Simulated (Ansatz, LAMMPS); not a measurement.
# Ionic liquid EMIM+ Cl- at 300 K (100 atoms) in motion

Wanted: a short trajectory of ionic liquid EMIM+ Cl- at 300 K (100 atoms) with its pair distributions.

Main program and level: Ansatz 0.2.0; Kohn-Sham DFT, RPBE+D4, PAW (set soft_2), plane waves.

### 1. Set-up

The cell holds 100 atoms: 30 C, 10 N, 55 H and 5 Cl. Cell: a = 10.099 Å, b = 10.099 Å, c = 10.099 Å, α = 90.0°, β = 90.0°, γ = 90.0°. 5 EMIM+, 5 Cl- placed at random, at 1.18 g/cm³; overlaps pushed apart, then 10 ps at 700 K with Joung-Cheatham ions (J. Phys. Chem. B 112, 9020 (2008)); MMFF94 bonds, angles, torsions, charges and radii (Halgren, J. Comput. Chem. 17, 490 (1996)) in harmonic and 12-6 forms; charges of ions scaled by 0.8. Snapshot after 30 ps at 300 K and fixed volume.

Before any run, some limits are plain. The network of contacts between molecules at the start is that of the classical potential that made the cell. The density was typed from a rule of thumb and may lie off the real one at this temperature. Sampling is at Γ alone, for a cell whose shortest periodic width is 10 Å.

### 2. Dynamics at 300 K

A Nosé–Hoover thermostat steers the temperature while disturbing the dynamics little. The time step is 0.5 fs, short enough for the stretching of bonds to hydrogen.

input.yaml reads:

```yaml
crystal:
  lattice:
    - [10.09864, 0.0, 0.0]
    - [0.0, 10.09864, 0.0]
    - [0.0, 0.0, 10.09864]
  atoms:
    - { symbol: C, position: [0.67155, 0.71661, 0.96798] }
    - { symbol: C, position: [0.6467, 0.75054, 0.10987] }
    - { symbol: "N", position: [0.54337, 0.85121, 0.12239] }
    - { symbol: C, position: [0.56014, 0.9816, 0.08745] }
    [... 90 atom lines left out ...]
    - { symbol: H, position: [0.79182, 0.93893, 0.74338] }
    - { symbol: Cl, position: [0.92098, 0.97586, 0.98011] }
    - { symbol: Cl, position: [0.81565, 0.52421, 0.25688] }
    - { symbol: Cl, position: [0.60124, 0.31221, 0.96757] }
    - { symbol: Cl, position: [0.27451, 0.67981, 0.49133] }
    - { symbol: Cl, position: [0.19001, 0.24614, 0.45648] }
kpoints:
  mp_grid: { grid: [1, 1, 1] }
hamiltonian:
  xc: rpbe
  dispersion: d4
scf:
  occupations: { method: fixed }
output:
  forces: true
md:
  timestep: 0.5
  n_steps: 400
  ensemble: nvt_nose_hoover
  temperature: 300
  initial_velocities: maxwell_boltzmann
  seed: 1502
```

On the command line:

```console
ansatz run input.yaml --threads 4 --pin off --max-ram 8192MiB --backend cpu --events-out ev --progress --plain --runs-dir out
```

Run time: 53 min. Hardware: 4 threads of Arm Neoverse N1, shared host; peak memory 0.99 GiB; 3.4 h of CPU time.

The program notes that it switched symmetry off.

The trajectory, sampled:

| time (fs) | T (K) | potential (meV/atom) | conserved (meV/atom) |
| --- | --- | --- | --- |
| 0.0 | 300 | 0.0 | 0.00 |
| 13.5 | 385 | -11.2 | -0.10 |
| 26.5 | 331 | -4.7 | -0.04 |
| 40.0 | 384 | -12.3 | -0.11 |
| 53.5 | 362 | -10.5 | -0.05 |
| 66.5 | 373 | -13.5 | -0.08 |
| 80.0 | 307 | -6.7 | -0.05 |
| 93.5 | 335 | -11.9 | -0.08 |
| 106.5 | 326 | -12.0 | -0.12 |
| 120.0 | 290 | -8.3 | -0.05 |
| 133.5 | 322 | -13.2 | -0.12 |
| 146.5 | 313 | -12.6 | -0.09 |
| 160.0 | 338 | -16.3 | -0.11 |
| 173.5 | 333 | -16.2 | -0.09 |
| 186.5 | 320 | -15.1 | -0.09 |
| 200.0 | 314 | -14.9 | -0.12 |

Mean square displacement from the first frame to the last: C 0.22 Å², N 0.13 Å², H 0.97 Å², Cl 0.31 Å².

The mean square displacement by time lag:

```csv
time lag (fs),C (Å²),Cl (Å²),H (Å²),N (Å²)
0.5,1.8e-5,5.5e-6,2.1e-4,1.6e-5
8.5,0.00432,0.00153,0.0347,0.00377
12.5,0.00789,0.00326,0.0576,0.00678
21.0,0.0147,0.00894,0.0895,0.0126
29.5,0.0212,0.0174,0.131,0.0186
37.5,0.0281,0.0277,0.183,0.0236
41.5,0.0316,0.0336,0.204,0.0255
50.0,0.0395,0.0478,0.259,0.0294
58.5,0.0482,0.0641,0.322,0.0352
62.5,0.0525,0.0722,0.348,0.0384
70.5,0.0625,0.0890,0.399,0.0455
79.0,0.0740,0.108,0.454,0.0534
87.5,0.0839,0.127,0.503,0.0589
91.5,0.0882,0.136,0.526,0.0609
100.0,0.0981,0.155,0.577,0.0652
```

The drift taken off is the plain mean over atoms, not the centre of mass, so with hydrogen in the cell the heavy atoms' values at short lags are too large.

Over the second half of 200 fs the temperature averages 314 K with swings of 14 K r.m.s. The conserved energy stays within 0.14 meV/atom. From first frame to last H has the largest mean square displacement, 0.97 Å² at the end; the farthest move is 2.32 Å. The run spans 0.20 ps, too short for its means to be equilibrium values.

### 3. Local order late in the run

The g(r) is a mean over the second half; what follows it is taken at the last frame.

Density 1.18 g/cm³, 10.30 Å³ an atom.

Mean of 14 frames. Pair distribution functions g(r), in bins of 0.2 Å:

```csv
r (Å),total,H-H,H-C,H-N,H-Cl,C-C,C-N
1.00,2.17,0.00,6.60,0.00,0.00,0.00,0.00
1.20,1.59,0.00,4.80,0.00,0.00,0.00,0.12
1.40,1.42,0.00,0.00,0.00,0.00,2.88,19.25
1.60,0.31,0.29,0.00,0.00,0.00,1.50,1.50
1.80,0.81,2.67,0.00,0.00,0.00,0.00,0.00
2.00,0.43,0.18,0.20,2.74,0.02,0.00,0.00
2.20,1.58,0.42,1.54,4.67,0.35,1.83,2.76
2.40,0.62,1.15,0.16,0.14,1.20,1.03,0.68
2.60,0.97,1.42,0.58,0.51,1.90,1.83,0.43
2.80,0.96,1.17,1.16,0.77,2.30,0.01,0.01
3.00,0.88,1.16,1.08,0.41,1.85,0.18,0.03
3.20,1.08,0.93,1.58,1.13,1.19,0.48,0.19
3.40,1.03,0.87,1.26,0.95,0.95,0.90,0.49
3.60,0.95,0.85,0.81,0.54,1.01,1.52,1.52
3.80,0.89,0.99,0.77,0.79,1.19,0.90,0.64
4.00,1.03,0.94,1.06,1.15,0.95,1.06,0.77
4.20,1.14,1.10,1.10,1.33,1.07,1.06,1.19
4.40,1.01,1.04,0.93,1.08,1.17,0.87,0.88
4.60,0.95,0.88,1.01,0.92,1.00,0.88,0.89
4.80,0.99,0.98,0.96,1.00,1.02,1.14,0.89
```

Bonds by pair of elements; cutoffs follow the first minimum of g(r), held within bounds set by covalent radii, and pairs that aren't listed don't count as bonded:

```
pair A-B  cutoff (Å)  bonds  mean length (Å)  spread (Å)  shortest (Å)  B about A  A about B
     H-C        1.34     55             1.10       0.028          1.03          1       1.83
     C-C        1.85     10             1.45       0.099          1.32      0.667      0.667
     C-N        1.79     30             1.42       0.065          1.33          1          3
```

How many atoms have how many bonded neighbours:

```csv
element,mean,0,1,3,4
C,3.5,0,0,15,15
Cl,0,5,0,0,0
H,1,0,55,0,0
N,3,0,0,10,0
```

Bond angles (no mean is given where the spread exceeds 20°):

```csv
angle,count,mean (°),spread (°)
H-C-N,45,116,9
H-C-H,35,107,3.6
C-C-H,35,116,8.8
C-N-C,30,120,9.2
C-C-N,15,110,5
```

Bond length by coordination (bonds to H left out):

```
element  coordination  atoms  mean bond length (Å)
      C             3     15                  1.37
      C             4     15                  1.52
```

Rings of the network by King's shortest-path rule, up to 12 atoms, one path for each pair of neighbours; H, halogens, alkali and alkaline-earth atoms are left out, and the last column divides by all other atoms, bonded or not:

```csv
ring size (atoms),rings,per network atom
5,5,0.125
```

With the cutoffs above, 50 % of C atoms have 3 and as many 4, all H atoms have 1 and all N atoms have 3 bonded neighbours. The H-C-N angle averages 116° with a spread of 9°. All rings counted have 5 atoms.

### 4. Single point at the last frame

The last frame is solved again with fuller output, to read the electronic structure of a thermally displaced geometry.

input.yaml reads:

```yaml
crystal:
  lattice:
    - [10.09864, 0.0, 0.0]
    - [0.0, 10.09864, 0.0]
    - [0.0, 0.0, 10.09864]
  atoms:
    - { symbol: C, position: [0.65499, 0.70043, 0.91574] }
    - { symbol: C, position: [0.64716, 0.71435, 0.06908] }
    - { symbol: "N", position: [0.57175, 0.83958, 0.09841] }
    - { symbol: C, position: [0.61238, 0.96925, 0.06052] }
    [... 90 atom lines left out ...]
    - { symbol: H, position: [0.805, 0.97944, 0.74694] }
    - { symbol: Cl, position: [0.93259, 0.92685, 0.9443] }
    - { symbol: Cl, position: [0.79906, 0.53119, 0.31749] }
    - { symbol: Cl, position: [0.58727, 0.34485, 0.93072] }
    - { symbol: Cl, position: [0.25034, 0.69133, 0.51664] }
    - { symbol: Cl, position: [0.21772, 0.20243, 0.47908] }
kpoints:
  mp_grid: { grid: [1, 1, 1] }
hamiltonian:
  xc: rpbe
  dispersion: d4
scf:
  occupations: { method: fixed }
output:
  forces: true
  stress: true
  populations: true
  dos:
    method: { smearing: { sigma: 0.08 } }
    de: 0.1
    projected: { site_lists: { C: [C], Cl: [Cl], H: [H], "N": ["N"] } }
  eigenvalues: true
  write_density: true
  write_potential: true
  volumetric_format: npy
```

Run time: 19 s. Hardware: 4 threads; peak memory 1.1 GiB.

The run gave:

- free energy: -17743.5866 eV
- free energy per atom: -177.4359 eV/atom
- SCF cycles: 9
- pressure: -0.811 GPa
- r.m.s. force component: 0.8365 eV/Å
- longest force: 4.421 eV/Å
- Fermi energy: 0.8523 eV
- gap (highest filled to lowest empty level): 2.696 eV
- spilling of the projection: 0.01295

Neighbours are counted within 1.34 Å (H-C), 1.85 Å (C-C), 1.79 Å (C-N), the cutoffs taken from the dynamics.

Length of the force by element and coordination:

```csv
element,coordination,atoms,mean length of the force (eV/Å),spread,least,most
C,all,30,1.80,0.851,0.312,4.42
C,3,15,1.86,0.819,0.312,3.44
C,4,15,1.75,0.879,0.574,4.42
Cl,all,5,0.355,0.131,0.167,0.575
H,all,55,0.867,0.475,0.144,2.29
N,all,10,1.72,0.814,0.52,3.52
```

Löwdin charges by element and coordination (they lack the spilled electrons, 0.034 e an atom on average):

```
element  coordination  atoms  mean charge (e)  spread    least    most
      C           all     30           -0.165   0.172   -0.448   0.114
      C             3     15          -0.0223  0.0648  -0.0873   0.114
      C             4     15           -0.308   0.118   -0.448  -0.118
     Cl           all      5           -0.739  0.0239   -0.765  -0.695
      H           all     55            0.212  0.0251    0.159   0.264
      N           all     10           0.0371    0.01   0.0203  0.0508
```

Density of states as counts of states in windows of 1 eV (from the Fermi level), total and the larger projections:

```csv
from (eV),to (eV),total,C p,H s,N p,Cl p,C s,Cl s
-14,-13,6.9,0.5,1.6,1.3,0.0,3.2,0.0
-13,-12,11.4,0.4,1.2,0.7,0.0,1.6,7.4
-12,-11,12.5,2.2,2.1,2.4,0.0,3.3,2.1
-11,-10,18.9,6.5,3.4,3.8,0.0,4.1,0.2
-10,-9,2.0,0.8,0.5,0.2,0.0,0.3,0.0
-9,-8,8.6,3.9,2.1,1.1,0.0,1.0,0.0
-8,-7,18.5,8.8,2.7,5.9,0.0,0.6,0.0
-7,-6,32.2,17.0,7.1,6.3,0.1,0.8,0.1
-6,-5,23.6,14.4,5.7,2.9,0.1,0.2,0.0
-5,-4,23.1,14.0,7.0,1.4,0.2,0.1,0.0
-4,-3,12.5,6.8,5.0,0.5,0.1,0.0,0.0
-3,-2,11.1,4.1,1.3,5.4,0.2,0.1,0.0
-2,-1,9.1,8.0,0.1,0.5,0.4,0.0,0.0
-1,0,28.5,1.1,0.2,0.2,26.4,0.3,0.0
0,1,1.5,0.1,0.0,0.1,1.3,0.0,0.0
1,2,0.0,0.0,0.0,0.0,0.0,0.0,0.0
2,3,4.1,2.2,0.1,1.5,0.0,0.0,0.0
3,4,10.0,6.3,0.4,2.5,0.1,0.1,0.0
4,5,8.1,4.7,1.1,0.7,0.0,0.4,0.0
```

The curve was stored every 0.10 eV, coarse against its broadening of 0.08 eV, so these counts are rough.

With fixed occupations the program's Fermi level is the highest filled level; weight inside the gap is the broadening of levels at its edges.

Between -23 and -14 eV lie 40 more states.

The levels nearest the highest filled one (over half full), pooled over k-points and spins:

```csv
level less the highest filled one (eV),occupation
-0.493,2
-0.451,2
-0.297,2
-0.152,2
-0.078,2
0,2
2.70,0
2.89,0
3.06,0
3.33,0
3.62,0
3.82,0
```

Mean Löwdin charges: C -0.17, Cl -0.74, H +0.21, N +0.04 e (they miss 1.3 % of the electrons, so they add up to more than the cell's charge). The largest share in the top eV of filled states is Cl p (93 % of the projected weight), and in the lowest eV of empty states C p (57 % of the projected weight).

### 5. Summary of results

- mean temperature, second half: 314.1 K
- temperature swing, second half: 14.33 K
- slope of the conserved energy against time, by least squares: -0.2105 meV/atom/ps
- free energy per atom: -177.4359 eV/atom
- pressure: -0.811 GPa
- r.m.s. force component: 0.8365 eV/Å
- gap (highest filled to lowest empty level): 2.696 eV
- wall time of the 2 DFT runs: 53 min

What this shows: Over the second half of 200 fs the temperature averages 314 K with swings of 14 K r.m.s. The conserved energy stays within 0.14 meV/atom. The run spans 0.20 ps, too short for its means to be equilibrium values. With the cutoffs above, 50 % of C atoms have 3 and as many 4, all H atoms have 1 and all N atoms have 3 bonded neighbours. Between filled and empty levels lie 2.70 eV (at Γ alone); a semilocal functional tends to put such gaps too low. In a disordered cell it changes from sample to sample and from frame to frame.

What to keep in mind: The network of contacts between molecules at the start is that of the classical potential that made the cell; DFT moved the atoms only locally, and no bond changed. The pressure of a single frame lacks the kinetic term, about 0.42 GPa here.

[Logs are printed without paths, hosts, clocks, repeated set-up lines and the standing remarks that a program may print on its own settings, such as how far it seeks lower states.]

[Hosts, paths, dates, database ids (printed as entryN), source tags and the programs' standing remarks are cut or masked in the printed files.]

[The MMFF94 radii named for the starting cell were scaled by 0.96; in molecules described by MMFF94, hydrogen bound to N, O or S took a small fixed 12-6 site in their place.]
